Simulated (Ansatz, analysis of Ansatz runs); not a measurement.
# Can an added hole hop between V atoms in VSeO4 (P2_1/c)?, part 2 of 2

Question: does an added hole stay on the V atom where it is started in VSeO4 (P2_1/c), and if so, how high is the barrier for a hop to another V site nearby? Model: a cell of 48 host atoms.

Ansatz 0.2.0; plane-wave PAW DFT, PBEsol+U; relaxation of all atoms of a supercell at fixed charge in a uniform background; PAW set soft_1.

So far. Step 2 (The cell without the carrier): The largest displacement from an ideal site is 0.141 Å. Step 3 (The hole on the first site): The largest changes of the moments are -0.75 μB on V2, 0.12 μB on O18 and 0.01 μB on O12. The largest part sits on the chosen site.

### Step 4. The hole on the second site

The same start is made on the second site, to get the end of the hop.

Input file B.relax/input.yaml:

```yaml
crystal:
  lattice:
    - [7.75944036, 0.0, -0.02813939]
    - [0.0, 9.86368493, 0.0]
    - [-1.28557589, 0.0, 7.91334729]
  atoms:
    - { symbol: V, position: [0.009494, 0.005241, 0.303971], spin: 1.0 }
    - { symbol: V, position: [0.491656, 0.505351, 0.195247], spin: 1.0 }
[... 7 atom lines left out ...]
    - { symbol: O, position: [0.011656, 0.372004, 0.00099] }
[... 3 atom lines left out ...]
    - { symbol: O, position: [0.060484, 0.660015, 0.316113] }
[... 3 atom lines left out ...]
    - { symbol: O, position: [0.284926, 0.478984, 0.200152] }
[... 3 atom lines left out ...]
    - { symbol: O, position: [0.066681, 0.3886, 0.404108] }
[... 3 atom lines left out ...]
    - { symbol: V, position: [0.99173, 0.505387, 0.195415] }
[... 21 atom lines left out ...]
    - { symbol: O, position: [0.93451, 0.611638, 0.59519] }
total_charge: 1
basis:
  ecutwfc: 420
  xc_grid: 2
hamiltonian:
  xc: pbesol
  hubbard:
    sites: [{ species: V, l: d, u_eff: 4.5 }]
    projectors: ortho-atomic
  pseudopotentials: { kind: paw, azcp: { folder: soft_1 }, xc_functional: pbe }
kpoints:
  mp_grid: { grid: [1, 1, 1] }
magnetization:
  spin_polarized: true
  initial_magnetization: -1
  spin_locking: { lock_magnetization: hard }
scf:
  occupations: { method: fermi_dirac, width: 0.01 }
  max_iter: 120
  lower_state_search: "off"
output:
  forces: true
relax:
  f_tol: 0.015
  max_steps: 70
  escape_saddle: false
checkpoint:
  write: "../B.relax.run"
  compress: false
  write_wavefunctions: true
  write_every: 100000
```

The run is started by

```bash
> ansatz run input.yaml --threads 8 --pin off --max-ram 18841MiB --backend cpu --events-out ev --progress --plain --runs-dir out
```

Numbers of over 12 decimals in the logs are rounded to 6 here.

What it wrote:

```text
[...]
Crystal: 48 atoms, lattice volume = 605.304 Å³
Basis set: ecut = 420 eV, 11813 PW (Γ), exchange–correlation on 108×144×108 points (8 copies of the dense FFT grid, shifted against one another)
Bands: 260, of which v1, the nominal top of the filled ones, is band 212 counted from 1 (211 counted from 0)
Symmetry: 1 space group operations
[...]
k-points: 1
[...]
Starting moments: Σ|m| = 7 μB on 7 of 48 sites
[...]
SCF iter   1: F=—  HF=-84417.594954 eV  |F-HF|=—  |Δ(HF+E_count)|=         —  Δρ=7.63e-2 (↑7.32e-2 ↓7.63e-2)  dr2=2.45e2  dr2_m=2.45e0  M=-1.000 μB ∫|m|=12.335 μB  β_m=0.30  ethr=3.10e-3  ⟨swp⟩=6.0  Hψ=1717  notcnv=0  defer=27
[...]
--- Relaxed structure (11 steps of the walk, 11 accepted, 0 SCFs on fresh bases) ---
  F+E_penalty+E_count = -84393.02464590 eV   max|allowed force component| = 9.758e-3 eV/Å
  atoms:
    - { symbol: V, position: [0.005915, 0.004919, 0.300949] }
    - { symbol: V, position: [0.484772, 0.505768, 0.194913] }
    [... 7 atoms left out ...]
    - { symbol: O, position: [0.008689, 0.375808, 0.004803] }
    [... 1 atom left out ...]
    - { symbol: O, position: [0.490963, 0.627709, 0.999507] }
    [... 1 atom left out ...]
    - { symbol: O, position: [0.061158, 0.661916, 0.319047] }
    [... 3 atoms left out ...]
    - { symbol: O, position: [0.278362, 0.478800, 0.197930] }
    [... 3 atoms left out ...]
    - { symbol: O, position: [0.064463, 0.388791, 0.388687] }
    [... 3 atoms left out ...]
    - { symbol: V, position: [0.998912, 0.503247, 0.200985] }
    [... 9 atoms left out ...]
    - { symbol: O, position: [0.993052, 0.624587, 1.004604] }
    [... 1 atom left out ...]
    - { symbol: O, position: [0.562804, 0.666731, 0.322032] }
    [... 7 atoms left out ...]
    - { symbol: O, position: [0.565574, 0.389830, 0.401685] }
    [... 2 atoms left out ...]
[key lines of the parts left out:]
SCF converged after 2 iterations
Magnetization: -1.0000 μB (211.0000 up, 212.0000 down)
Free energy (F): -84393.024646 eV
Fermi energy:    7.231954 (↑ 7.239948, ↓ 7.230179) eV
```

Elapsed: 44 s, on 8 threads of Arm Neoverse V2, shared host; peak memory 1.3 GiB; 5.4 min of CPU time.

Distances from V26 without and with the hole:

```
atom  without (Å)  with (Å)
 O42         1.63      1.60
 O14         1.94      1.85
 O22         2.04      1.88
 O36         1.99      1.97
 O10         2.06      2.02
```

The largest changes of the moments are -0.75 μB on V26, 0.12 μB on O42 and 0.01 μB on O36. The largest part sits on the chosen site.

### Step 5. Points on the line between the two structures

All atoms move on the straight line between the two relaxed structures, 2.52 amu^1/2 Å long in mass-weighted terms. Each point starts from the state of the point before, once from either end, so that both localised states can be followed; the midpoint is also started with the carrier shared.

Input file A.x0500/input.yaml:

```yaml
crystal:
  lattice:
    - [7.75944036, 0.0, -0.02813939]
    - [0.0, 9.86368493, 0.0]
    - [-1.28557589, 0.0, 7.91334729]
  atoms:
    - { symbol: V, position: [0.008757, 0.004833, 0.302744], spin: 1.0 }
    - { symbol: V, position: [0.491803, 0.504476, 0.197934] }
[... 7 atom lines left out ...]
    - { symbol: O, position: [0.011651, 0.374607, 0.004154] }
[... 3 atom lines left out ...]
    - { symbol: O, position: [0.062096, 0.664322, 0.320555] }
[... 3 atom lines left out ...]
    - { symbol: O, position: [0.286354, 0.479049, 0.199134] }
[... 3 atom lines left out ...]
    - { symbol: O, position: [0.064932, 0.389325, 0.395205] }
[... 3 atom lines left out ...]
    - { symbol: V, position: [0.991846, 0.504524, 0.197962], spin: 1.0 }
[... 21 atom lines left out ...]
    - { symbol: O, position: [0.934594, 0.611266, 0.595083] }
total_charge: 1
basis:
  ecutwfc: 420
  xc_grid: 2
hamiltonian:
  xc: pbesol
  hubbard:
    sites: [{ species: V, l: d, u_eff: 4.5 }]
    projectors: ortho-atomic
  pseudopotentials: { kind: paw, azcp: { folder: soft_1 }, xc_functional: pbe }
kpoints:
  mp_grid: { grid: [1, 1, 1] }
magnetization:
  spin_polarized: true
  initial_magnetization: -1
  spin_locking: { lock_magnetization: hard }
scf:
  occupations: { method: fermi_dirac, width: 0.01 }
  max_iter: 120
  lower_state_search: "off"
output:
  forces: true
  eigenvalues: true
  eigenstates: { localisation: true }
  write_density: true
  write_potential: true
  volumetric_format: npy
checkpoint:
  read: "../A.x0375.run"
  write: "../A.x0500.run"
  compress: false
  write_wavefunctions: true
  write_every: 100000
```

What it wrote:

```text
[...]
Warning: checkpoint.read: the run can stay near the saved state's solution: 48 site(s) moved relative to the saved geometry (max |Δs| = 2.003e-3 fractional); [...]
[...]
Crystal: 48 atoms, lattice volume = 605.304 Å³
Basis set: ecut = 420 eV, 11813 PW (Γ), exchange–correlation on 108×144×108 points (8 copies of the dense FFT grid, shifted against one another)
Bands: 260, of which v1, the nominal top of the filled ones, is band 212 counted from 1 (211 counted from 0)
Symmetry: 1 space group operations
[...]
k-points: 1
[...]
Starting moments: Σ|m| = 7 μB on 7 of 48 sites; this step starts from the density that it was given
[...]
SCF iter  14: F=-84392.777255 eV  HF=-84392.777255 eV  |F-HF|=4.39e-8  |Δ(HF+E_count)|=   6.96e-9  Δρ=1.75e-6 (↑1.40e-6 ↓1.75e-6)  dr2=5.67e-8  dr2_m=2.33e-9  M=-1.000 μB ∫|m|=9.619 μB  ethr=2.36e-11  ⟨swp⟩=7.5  Hψ=2761  notcnv=0
SCF 1 converged in 14 iterations: F = -84392.777255 eV  dr2 = 5.67e-8
[...]
SCF converged after 14 iterations
[...]
Magnetization: -1.0000 μB (211.0000 up, 212.0000 down)
Absolute magnetization: 9.6388 μB (∫|ρ↑−ρ↓|, with the PAW one-centre terms)
[...]
Per-site moments (μB) at R_I (Å): [(0.736726, 0.672178), (-0.016125, 0.666342), (-0.742995, 0.672482), [... 45 left out ...]
Free energy (F): -84392.777255 eV
[...]
Internal energy: -84392.777255 eV  (E = F + TS)
E sigma→0 (E₀):  -84392.777255 eV
Fermi energy:    7.148985 (↑ 7.173329, ↓ 7.038576) eV
[...]
--- Forces (eV/Å), atoms counted from 1 ---
  atom   1  V     -0.02694796     0.05682437     0.03467884
  atom   2  V      0.47125658     0.05181109     0.32645649
  [... 7 atoms left out ...]
  atom  10  O      0.03325221    -0.48281365    -0.36646904
  [... 1 atom left out ...]
  atom  12  O     -0.29901557    -0.50607341     0.39042431
  [... 1 atom left out ...]
  atom  14  O      0.22030751     0.69495775     0.75595110
  [... 3 atoms left out ...]
  atom  18  O      1.11286358     0.03562415     0.01383264
  [... 3 atoms left out ...]
  atom  22  O     -0.26193700    -0.79320427     0.90937912
  [... 3 atoms left out ...]
  atom  26  V     -0.29782239     0.02118225    -0.54126612
  [... 9 atoms left out ...]
  atom  36  O      0.25764209     0.44818068    -0.30944285
  [... 1 atom left out ...]
  atom  38  O     -0.23393997    -0.68781217    -0.71780319
  [... 7 atoms left out ...]
  atom  46  O      0.05879288     0.67638386    -0.76619939
  [... 2 atoms left out ...]
  max |Σ_I F_I| component: 9.88e-5 eV/Å
--- Band table (eV) ---
[...]
Occupation matrices written to <dir>
```

It took 7.2 s on 8 threads; peak memory 1.2 GiB.

States next to the filling edge at the first k-point, on the run's own zero (eigenstates.tsv). The participation number counts the atoms that a state is spread over, of 48; bands count from 0.

```
spin  band  energy (eV)  occupation  participation  largest share on  share
down   206        5.984        1.00           13.2                V4   0.17
down   207        6.067        1.00           21.2               O22   0.10
down   208        6.154        1.00           23.4               O47   0.08
down   209        6.218        1.00           31.7               O48   0.06
down   210        6.332        1.00           11.9                V4   0.16
down   211        6.392        1.00           35.7               O36   0.06
down   212        7.685        0.00            1.8                V2   0.75
down   213        8.192        0.00            2.4                V2   0.62
down   214        8.342        0.00            2.3                V2   0.63
down   215        8.858        0.00            8.3                V3   0.23
down   216        9.043        0.00            4.6                V2   0.44
  up   205        6.076        1.00           26.9               O23   0.08
  up   206        6.092        1.00           13.3                V1   0.19
  up   207        6.104        1.00           28.7               O22   0.07
  up   208        6.223        1.00           27.9               O45   0.09
  up   209        6.375        1.00           31.8               O22   0.07
  up   210        6.613        1.00            5.4               V26   0.36
  up   211        7.734        0.00            1.7                V2   0.76
  up   212        8.210        0.00            2.5                V2   0.61
  up   213        8.365        0.00            2.3                V2   0.63
  up   214        9.012        0.00            4.4               V25   0.38
  up   215        9.121        0.00            3.4                V2   0.53
```

Under PBEsol+U (4.5 eV) at the zone centre alone, the highest filled state is spin up, spread over 5 of 48 atoms, and the lowest empty one, 1.07 eV above it, is spin down, spread over 2 of 48 atoms.

Spin density in the ac plane at fractional y = 0.504, through the centre, with atoms of V and O within 0.45 Å of it.

Values in units of 1e-1 e/Å³, 12 rows by 16 columns, each cell a mean:
```
-1.1 -0.7 -0.1  0.0  0.0  0.0  0.0 -0.3 -1.1 -0.7 -0.2  0.0  0.0  0.0  0.0 -0.3
-8.1 -2.7 -0.1  0.7  0.5  0.1 -0.1 -2.1 -8.1 -2.6 -0.1  0.7  0.6  0.1 -0.1 -1.8
-9.1 -1.3  0.3  1.5  0.7  0.1 -0.1 -4.0 -9.2 -1.2  0.3  1.7  0.8  0.1 -0.1 -3.7
-2.5 -0.5  0.0  0.2  0.1  0.0 -0.2 -1.9 -2.5 -0.5  0.0  0.2  0.1  0.0 -0.3 -1.8
-0.1  0.0  0.0  0.0  0.0  0.0  0.0 -0.1 -0.1  0.0  0.0  0.0  0.0  0.0  0.0 -0.1
 0.0  0.0  0.0  0.0  0.0  0.0  0.0  0.0  0.0  0.0  0.0  0.0  0.0  0.0  0.0  0.0
 0.0  0.0  0.0  0.0  0.0  0.0  0.0  0.0  0.0  0.0  0.0  0.0  0.0  0.0  0.0  0.0
 0.4  0.2  0.0  0.0  0.0  0.0  0.0  0.0  0.0  0.0  0.0  0.0  0.0  0.0  0.1  0.2
 5.3  1.0  0.1  0.0  0.0  0.0  0.0  0.0 -0.1 -0.1  0.0 -0.1 -0.3 -0.3  0.3  2.8
 7.9  0.5  0.0  0.0  0.0  0.0  0.0 -0.2 -0.2 -0.1  0.0 -0.2 -1.2 -0.7  0.3  6.3
 3.5  0.3  0.0  0.0  0.0  0.0  0.0 -0.1  0.0  0.0  0.0 -0.1 -0.3 -0.1  0.7  4.7
 0.2  0.0  0.0  0.0  0.0  0.0  0.0  0.0  0.0  0.0  0.0  0.0  0.0  0.0  0.2  0.4
```
Columns run along a (7.8 Å), rows up along c (8.0 Å). Atoms in or near the plane, at fractional coordinates: V at (0.49, 0.20), V at (0.01, 0.81), O at (0.29, 0.20), O at (0.22, 0.80), V at (0.99, 0.20), V at (0.51, 0.81), O at (0.79, 0.20), O at (0.72, 0.80).

Valence density in the ac plane at fractional y = 0.504, through the centre, with atoms of V and O within 0.45 Å of it. It is the smooth field of the valence electrons, not physical close to the nuclei.

Ten steps, logarithmic in the rise over the least value, from '_' (0 e/Å³) to '@' (13 e/Å³), each cell a mean:
```
::....____________....::....____________....
==--::::::::::......::----::::::::::......::
####====++++==::..--**####====++++==::..--**
@@%%**++####**--::++%%@@@@****####**--::++%%
@@%%****%%%%**--::++%%@@%%****%%%%**--::++%%
##**==++****==::..==####**==++****==::..==##
--::::::----::....::----::::------......::--
..........______....::..........______....::
..______________..::::..______________..::::
..______________........______________......
__________________....__________________....
__..____________________..__________________
......________________......________________
......______________........______________..
::::..____............::::....__....::....::
**++::....--====----++**++::..::--====----++
@@##==::--**####++**%%@@##==::--**##**++**%%
@@%%==::==##%%##++##@@@@%%==::==##%%##++##@@
%%**::::--******==**%%%%**::::--****++==**%%
++--....::------::--++==--....::--==--::==++
::....____..........::::....__............::
::....____________....::....____________....
```
Columns run along a (7.8 Å), rows up along c (8.0 Å). Atoms in or near the plane, at fractional coordinates: V at (0.49, 0.20), V at (0.01, 0.81), O at (0.29, 0.20), O at (0.22, 0.80), V at (0.99, 0.20), V at (0.51, 0.81), O at (0.79, 0.20), O at (0.72, 0.80).

Electrostatic potential energy in the ac plane at fractional y = 0.504, through the centre, with atoms of V and O within 0.45 Å of it. With pseudopotentials it is smooth inside the atoms' cores, unlike the true potential.

Ten even steps from '0' (-36 eV) to '9' (13 eV), each cell a mean:
```
8899999999888899999998
5578999998655789999987
0137657985201376579862
0013113872000131138730
0022004871000220048720
0256347973101563479741
5789999987556899999875
8999999999889999999998
9999999999999999999999
9999999999999999999999
9999999999999999999999
9999999999999999999999
9999999999999999999999
9999999999988999999999
7789999998767899999988
1368986785212689877862
0048841241000488412420
0048720130000487201300
0268842450001688424510
3689988874235899888753
8899999988778999999987
9999999999889999999999
```
Columns run along a (7.8 Å; values clipped at the 3rd and 97th percentile), rows up along c (8.0 Å). Atoms in or near the plane, at fractional coordinates: V at (0.49, 0.20), V at (0.01, 0.81), O at (0.29, 0.20), O at (0.22, 0.80), V at (0.99, 0.20), V at (0.51, 0.81), O at (0.79, 0.20), O at (0.72, 0.80).

Free energies from the first end:

```csv
started from,fraction,energy (eV),moment change on V2 (μB),on V26 (μB)
first site,0,0.000,-0.75,-0.01
first site,0.125,0.015,-0.75,-0.01
first site,0.25,0.062,-0.75,-0.02
first site,0.375,0.140,-0.75,-0.03
first site,0.5,0.247,-0.75,-0.03
first site,0.625,0.386,-0.76,-0.04
second site,0.875,0.016,-0.01,-0.75
second site,0.75,0.063,-0.02,-0.75
second site,0.625,0.141,-0.03,-0.75
second site,0.5,0.249,-0.03,-0.75
second site,0.375,0.388,-0.04,-0.76
shared,0.5,0.247,-0.75,-0.03
second site,1,0.000,-0.01,-0.75
```

### Step 6. Summary of results

* barrier forward: 0.25 eV
* barrier backward: 0.25 eV
* distance of the two sites without the carrier: 3.88 Å
* carrier at the midpoint: on one site

On this line the hole must cross 0.25 eV to hop 3.88 Å; both ends have the same energy within 0.005 eV. At the midpoint the lowest state found keeps the carrier on one site. With an assumed attempt frequency of 1e13 per second the rate at 300 K would be 7e+08 per second for this barrier, if every crossing succeeded. A straight line need not be the lowest path, so the true barrier at this U can be lower, or higher if the ends can still break their symmetry. The second site lies about half a repeat away: the first meets it and its image at 3.88 and 3.88 Å, so the cell models a chain, and nothing is concluded on the coupling of a single pair. A shorter hop, 3.16 Å to V28 (opposite spin), was not computed. No run compares the localised hole with one spread in the band, so its binding is unknown and the barrier may exceed it. The magnetic order was assumed and need not be the ground state. The total moment is locked, so a carrier of the other spin direction was not tried. The program's search for lower electronic states was switched off in all runs, so that each state is followed; none is shown to be the lowest at its structure. No image-charge correction is applied; it nearly cancels along the line while the charge stays localised. Limits: sampling at the zone centre alone can move energies of charged and open-shell states by tenths of an eV or more in cells of this size; the images are only 7.8 Å apart; gap and trapping depend on the U chosen (V d 4.5 eV).

[Logs are printed without paths, hosts, clocks, repeated set-up lines and the standing remarks that a program may print on its own settings, such as how far it seeks lower states.]

[Hosts, paths, dates, database ids (printed as entryN), source tags and the programs' standing remarks are cut or masked in the printed files.]
